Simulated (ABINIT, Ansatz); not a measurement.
## MgS (F-43m): from Born charge to LO-TO splitting

Aim: work out the LO frequency and the static dielectric constant of MgS (F-43m) from one linear-response run, then check them.

Program: ABINIT 10.8.3. Level of theory: DFT LDA, scalar-relativistic, plane waves, PseudoDojo norm-conserving pseudopotentials. Results are calculated unless marked as measured.

## 1. Set-up

Symmetry: F-43m, No. 216, cubic system. The conventional cell has a = 5.596 Å, b = 5.596 Å, c = 5.596 Å, α = 90.00°, β = 90.00°, γ = 90.00°. Nearest to Mg lie 4 S at 2.42 Å. S has 4 Mg at 2.42 Å nearest. Farther neighbours and most contacts between anions are not listed.

This is the cell after its relaxation at this level of theory, not the database cell from which that began.

## 2. What the response run gave

A linear-response run on the relaxed cell, with the response to an electric field; only its zone-centre results are used. Cutoff 51 Ha, k mesh 6×6×6 with shifts.

Numbers of over 12 decimals in the logs are rounded to 6 here.

What it wrote:

```text
[banners, grids, parts of the stress and lines that vanish by symmetry left out]
- input  file    -> dfpt_gamma.abi
- output file    -> dfpt_gamma.abo
- root for input  files -> dfpt_gammai
[...]
DATASET    1 : space group F-4 3 m (#216); Bravais cF (face-center cubic)
[...]
nfft =      125000          nkpt =         432
[...]
DATASET    2 : space group F-4 3 m (#216); Bravais cF (face-center cubic)
[...]
nfft =      125000          nkpt =         432
[...]
== DATASET  1 ==================================================================
[...]
cutoff_energies: {ecut:  51.0, pawecutdg:  -1.0, }
[...]
- 16.00000   6.00000  180309                  znucl, zion, pspdat
[...]
Perturbation : derivative vs k along direction   1
[...]
-ETOT  1  -18.883160950096     -1.888E+01 1.275E-01 0.000E+00
 ETOT  2  -18.899411233155     -1.625E-02 4.952E-04 0.000E+00
 ETOT  3  -18.899450950649     -3.972E-05 2.917E-06 0.000E+00
 ETOT  4  -18.899451096012     -1.454E-07 2.089E-08 0.000E+00
 ETOT  5  -18.899451096651     -6.390E-10 2.314E-10 0.000E+00
[...]
At SCF step   11   max residual=  9.99E-21 < tolwfr=  1.00E-20 =>converged.
[...]
Perturbation : derivative vs k along direction   2
[...]
-ETOT  1  -18.883160949856     -1.888E+01 1.275E-01 0.000E+00
[...]
At SCF step   11   max residual=  9.99E-21 < tolwfr=  1.00E-20 =>converged.
[...]
Perturbation : derivative vs k along direction   3
[...]
-ETOT  1  -18.883160949617     -1.888E+01 1.275E-01 0.000E+00
[...]
At SCF step   11   max residual=  9.99E-21 < tolwfr=  1.00E-20 =>converged.
[...]
1        1       1.1984422381    0.0000000000
     1        2      -0.5992211191   -0.0000000000
     1        3      -0.5992211191    0.0000000000
     2        1      -0.5992211191   -0.0000000000
     2        2       1.1984422381    0.0000000000
     2        3       0.5992211191   -0.0000000000
     3        1      -0.5992211191    0.0000000000
     3        2       0.5992211191   -0.0000000000
     3        3       1.1984422382   -0.0000000000
[...]
== DATASET  2 ==================================================================
[...]
cutoff_energies: {ecut:  51.0, pawecutdg:  -1.0, }
[...]
Perturbation : displacement of atom   1   along direction   1
[...]
-ETOT  1   5.288937     -1.485E+04 1.922E+01 3.920E+02
[...]
At SCF step   10       vres2   =  3.10E-12 < tolvrs=  1.00E-10 =>converged.
[...]
At SCF step   10       vres2   =  8.17E-12 < tolvrs=  1.00E-10 =>converged.
[...]
-ETOT  1   1.761074     -4.627E+01 1.867E-01 9.122E+03
[...]
ETOT  9  0.562318     -6.381E-12 4.538E-14 1.086E-09
 ETOT 10  0.562318      9.948E-14 6.212E-16 8.223E-12
 At SCF step   10       vres2   =  8.22E-12 < tolvrs=  1.00E-10 =>converged.
[...]
Dielectric tensor, in cartesian coordinates,
[...]
1    4   1    4         4.2018079956        -0.0000000000
   1    4   2    4         0.0000000000        -0.0000000000
   1    4   3    4        -0.0000000000        -0.0000000000
   2    4   1    4        -0.0000000000        -0.0000000000
   2    4   2    4         4.2018079956        -0.0000000000
   2    4   3    4         0.0000000000        -0.0000000000
   3    4   1    4        -0.0000000000        -0.0000000000
   3    4   2    4        -0.0000000000        -0.0000000000
   3    4   3    4         4.2018079956        -0.0000000000
  Effective charges, in cartesian coordinates,
[...]
1    1   1    4         1.8742880347         0.0000000000
   2    1   1    4         0.0000000000         0.0000000000
   3    1   1    4        -0.0000000000         0.0000000000
   1    2   1    4        -1.8742648641         0.0000000000
   2    2   1    4         0.0000000000         0.0000000000
[...]
Effective charges, in cartesian coordinates,
[...]
Rigid-atom elastic tensor , in cartesian coordinates,
[...]
Rigid-atom proper piezoelectric tensor, in cartesian coordinates,
[...]
2    4   2    6        -0.0074470577         0.0000000000
   2    4   3    6         0.0000000000         0.0000000000
   3    4   1    5         0.0000000000         0.0000000000
   3    4   2    5         0.0000000000         0.0000000000
   3    4   3    5         0.0000000000         0.0000000000
   3    4   1    6         0.0000000000         0.0000000000
   3    4   2    6         0.0000000000         0.0000000000
   3    4   3    6        -0.0074470577         0.0000000000
  Phonon wavevector (reduced coordinates) :  0.00000  0.00000  0.00000
 Phonon energies in Hartree :
[...]
Phonon frequencies in cm-1    :
-  2.142714E+00  2.142714E+00  2.142714E+00  3.433280E+02  3.433280E+02
-  3.433280E+02
  Phonon at Gamma, with non-analyticity in the
[...]
Phonon energies in Hartree :
[...]
Phonon frequencies in cm-1    :
-  2.142714E+00  2.142714E+00  2.142729E+00  3.433280E+02  3.433280E+02
-  4.310277E+02
  Phonon at Gamma, with non-analyticity in the
[...]
Phonon energies in Hartree :
[...]
Phonon frequencies in cm-1    :
-  2.142714E+00  2.142714E+00  2.142729E+00  3.433280E+02  3.433280E+02
-  4.310277E+02
  Phonon at Gamma, with non-analyticity in the
[...]
Phonon energies in Hartree :
[...]
Phonon frequencies in cm-1    :
-  2.142714E+00  2.142714E+00  2.142729E+00  3.433280E+02  3.433280E+02
-  4.310277E+02
[...]
fcart2     0.0000000000E+00  0.0000000000E+00  0.0000000000E+00
           strten2     0.0000000000E+00  0.0000000000E+00  0.0000000000E+00
================================================================================
```

| quantity | value |
| --- | --- |
| cell volume Ω (Å³) | 43.816 |
| mass of Mg (u) | 24.305 |
| mass of S (u) | 32.060 |
| Born charge of Mg, raw (e) | 1.874 |
| Born charge of S, raw (e) | -1.874 |
| ε∞ | 4.202 |
| ω(TO) after the sum rule (cm⁻¹) | 343.3 |

## 3. The calculation

The charges must sum to zero over the cell; taking off their mean, 0.000 e, leaves Z* = 1.874 e on Mg. In the polar mode Mg moves against S, so the reduced mass is μ = 24.30 × 32.06 / 56.37 = 13.825 u.

A longitudinal wave builds up a field that adds to the restoring force: ω(LO)² = ω(TO)² + 4π Z*² / (μ Ω ε∞), in Hartree atomic units. With μ = 25201 electron masses and Ω = 295.68 bohr³ the second term is 1.4100e-06 Ha², or 67918 cm⁻² (1 Ha = 219474.6 cm⁻¹).

So ω(LO) = √(117869 + 67918) = 431.0 cm⁻¹, and by the Lyddane-Sachs-Teller relation ε₀ = ε∞ (ω(LO)/ω(TO))² = 6.62.

## 4. Check against the program

The analysis program adds the same non-analytic term to the full matrix.

What it wrote:

```text
[banners, grids, parts of the stress and lines that vanish by symmetry left out]
-outvars_anaddb: echo values of input variables ----------------------

 Flags :
[...]
Dielectric Tensor and Effective Charges
[...]
Effective charge tensors after
[...]
Phonon wavevector (reduced coordinates) :  0.00000  0.00000  0.00000
 Phonon energies in Hartree :
[...]
Phonon energies in meV     :
-  0.000000E+00  0.000000E+00  0.000000E+00  4.256615E+01  4.256615E+01
-  4.256615E+01
 Phonon frequencies in cm-1    :
-  0.000000E+00  0.000000E+00  0.000000E+00  3.433192E+02  3.433192E+02
-  3.433192E+02
 Phonon frequencies in Thz     :
-  0.000000E+00  0.000000E+00  0.000000E+00  1.029245E+01  1.029245E+01
-  1.029245E+01
 Phonon energies in Kelvin  :
-  0.000000E+00  0.000000E+00  0.000000E+00  4.939597E+02  4.939597E+02
-  4.939597E+02
[...]
-  1  0.00000000E+00  2.33764084E-07 -3.11955091E-03
-     0.00000000E+00  0.00000000E+00  0.00000000E+00
-  2  0.00000000E+00  2.33764084E-07 -3.11955092E-03
-     0.00000000E+00  0.00000000E+00  0.00000000E+00
[...]
-  1  0.00000000E+00  3.11955091E-03  2.33764084E-07
-     0.00000000E+00  0.00000000E+00  0.00000000E+00
-  2  0.00000000E+00  3.11955092E-03  2.33764084E-07
-     0.00000000E+00  0.00000000E+00  0.00000000E+00
[...]
-  1  3.11955092E-03  0.00000000E+00  0.00000000E+00
-     0.00000000E+00  0.00000000E+00  0.00000000E+00
-  2  3.11955092E-03  0.00000000E+00  0.00000000E+00
-     0.00000000E+00  0.00000000E+00  0.00000000E+00
[...]
-  1  1.71819352E-07  2.27958730E-07 -3.58316378E-03
-     0.00000000E+00  0.00000000E+00  0.00000000E+00
-  2 -1.30233560E-07 -1.72785409E-07  2.71592327E-03
-     0.00000000E+00  0.00000000E+00  0.00000000E+00
[...]
-  1  0.00000000E+00  3.58316379E-03  2.27959391E-07
-     0.00000000E+00  0.00000000E+00  0.00000000E+00
-  2  0.00000000E+00 -2.71592328E-03 -1.72785910E-07
-     0.00000000E+00  0.00000000E+00  0.00000000E+00
[...]
-  1  3.58316379E-03  0.00000000E+00  1.71818475E-07
-     0.00000000E+00  0.00000000E+00  0.00000000E+00
-  2 -2.71592328E-03  0.00000000E+00 -1.30232896E-07
-     0.00000000E+00  0.00000000E+00  0.00000000E+00
[...]
-     1          0.000000    -0.000000     0.000000     0.000000
-     2         -0.000000    -0.000000    -0.000000     0.000000
-     3         -0.000000     0.000000    -0.000000     0.000000
-     4          0.000126     0.000167    -2.625857     2.625857
-     5          0.000010     2.625857     0.000167     2.625857
-     6          2.625857    -0.000010     0.000126     2.625857
[...]
-   1     Real    0.0000E+00  0.0000E+00  0.0000E+00  0.0000E+00  0.0000E+00  0.0000E+00  0.0000E+00
[...]
-     0.00000000E+00  0.00000000E+00  0.00000000E+00
-  2  0.00000000E+00  2.33807683E-07 -3.11955092E-03
-     0.00000000E+00  0.00000000E+00  0.00000000E+00
[...]
Phonon at Gamma, with non-analyticity in the
[...]
Phonon energies in Hartree :
[...]
Phonon energies in meV     :
-  0.000000E+00  0.000000E+00  0.000000E+00  4.256615E+01  4.256615E+01
-  5.343973E+01
 Phonon frequencies in cm-1    :
-  0.000000E+00  0.000000E+00  0.000000E+00  3.433192E+02  3.433192E+02
-  4.310205E+02
 Phonon frequencies in Thz     :
-  0.000000E+00  0.000000E+00  0.000000E+00  1.029245E+01  1.029245E+01
-  1.292167E+01
 Phonon energies in Kelvin  :
-  0.000000E+00  0.000000E+00  0.000000E+00  4.939597E+02  4.939597E+02
-  6.201424E+02
[...]
Phonon at Gamma, with non-analyticity in the
[...]
Phonon energies in Hartree :
[...]
Phonon energies in meV     :
-  0.000000E+00  0.000000E+00  0.000000E+00  4.256615E+01  4.256615E+01
-  5.343973E+01
 Phonon frequencies in cm-1    :
-  0.000000E+00  0.000000E+00  0.000000E+00  3.433192E+02  3.433192E+02
-  4.310205E+02
 Phonon frequencies in Thz     :
-  0.000000E+00  0.000000E+00  0.000000E+00  1.029245E+01  1.029245E+01
-  1.292167E+01
 Phonon energies in Kelvin  :
-  0.000000E+00  0.000000E+00  0.000000E+00  4.939597E+02  4.939597E+02
-  6.201424E+02
[...]
-  1  0.00000000E+00 -3.11955084E-03 -7.16662115E-07
-     0.00000000E+00  0.00000000E+00  0.00000000E+00
-  2  0.00000000E+00 -3.11955084E-03 -7.16661818E-07
-     0.00000000E+00  0.00000000E+00  0.00000000E+00
[...]
-  1  3.11955092E-03  0.00000000E+00  0.00000000E+00
-     0.00000000E+00  0.00000000E+00  0.00000000E+00
-  2  3.11955092E-03  0.00000000E+00  0.00000000E+00
-     0.00000000E+00  0.00000000E+00  0.00000000E+00
[...]
-  1  5.30172918E-04  2.22664364E-03 -2.75681656E-03
-     0.00000000E+00  0.00000000E+00  0.00000000E+00
-  2 -4.01854075E-04 -1.68772450E-03  2.08957857E-03
-     0.00000000E+00  0.00000000E+00  0.00000000E+00
[...]
-  1  2.87720209E-03 -1.89774426E-03 -9.79457829E-04
-     0.00000000E+00  0.00000000E+00  0.00000000E+00
-  2 -2.18082694E-03  1.43842931E-03  7.42397633E-04
-     0.00000000E+00  0.00000000E+00  0.00000000E+00
[...]
Direction                     Dielectric constant
[...]
Elastic Tensor (clamped ion) (unit:10^2GP):
[...]
Elastic Tensor (relaxed ion) (unit:10^2GP):
[...]
Calculation of the tensor related to piezoelectric effetc
[...]
Proper piezoelectric constants (clamped ion) (unit:c/m^2)
[...]
Increase cutoff energy or k-points sampling.
[...]
Proper piezoelectric constants (relaxed ion) (unit:c/m^2)
[...]
-0.00000000      0.33680229     -0.00000000
      0.00000000     -0.00000000      0.33680229
-
```

| quantity | by hand | program |
| --- | --- | --- |
| ω(LO) (cm⁻¹) | 431.0 | 431.0 |
| ε₀ | 6.62 | 6.62 |

## 5. What came out

```json
{
 "TO mode": "343.3 cm⁻¹",
 "LO mode": "431.0 cm⁻¹",
 "static dielectric constant": "6.623"
}
```

In words: The LO mode of MgS (F-43m) lies at 431 cm⁻¹, 88 cm⁻¹ above the TO mode; the formula meets the program within 0.1 cm⁻¹, as it must for a cubic crystal with one polar mode. ω(LO)² − ω(TO)² goes with Z*²/ε∞: an error of 5 % in ε∞ would move the LO mode by 3.8 cm⁻¹, and semilocal functionals tend to overestimate ε∞. These are harmonic values at zero temperature, at the volume of this functional, for the structure held cubic; stability elsewhere in the zone is no part of this calculation.

[Host names and launcher messages were left out of these logs when they were recorded.]

[Logs are printed without paths, hosts, clocks, repeated set-up lines and the standing remarks that a program may print on its own settings, such as how far it seeks lower states.]

[Hosts, paths, dates, database ids (printed as entryN), source tags and the programs' standing remarks are cut or masked in the printed files.]
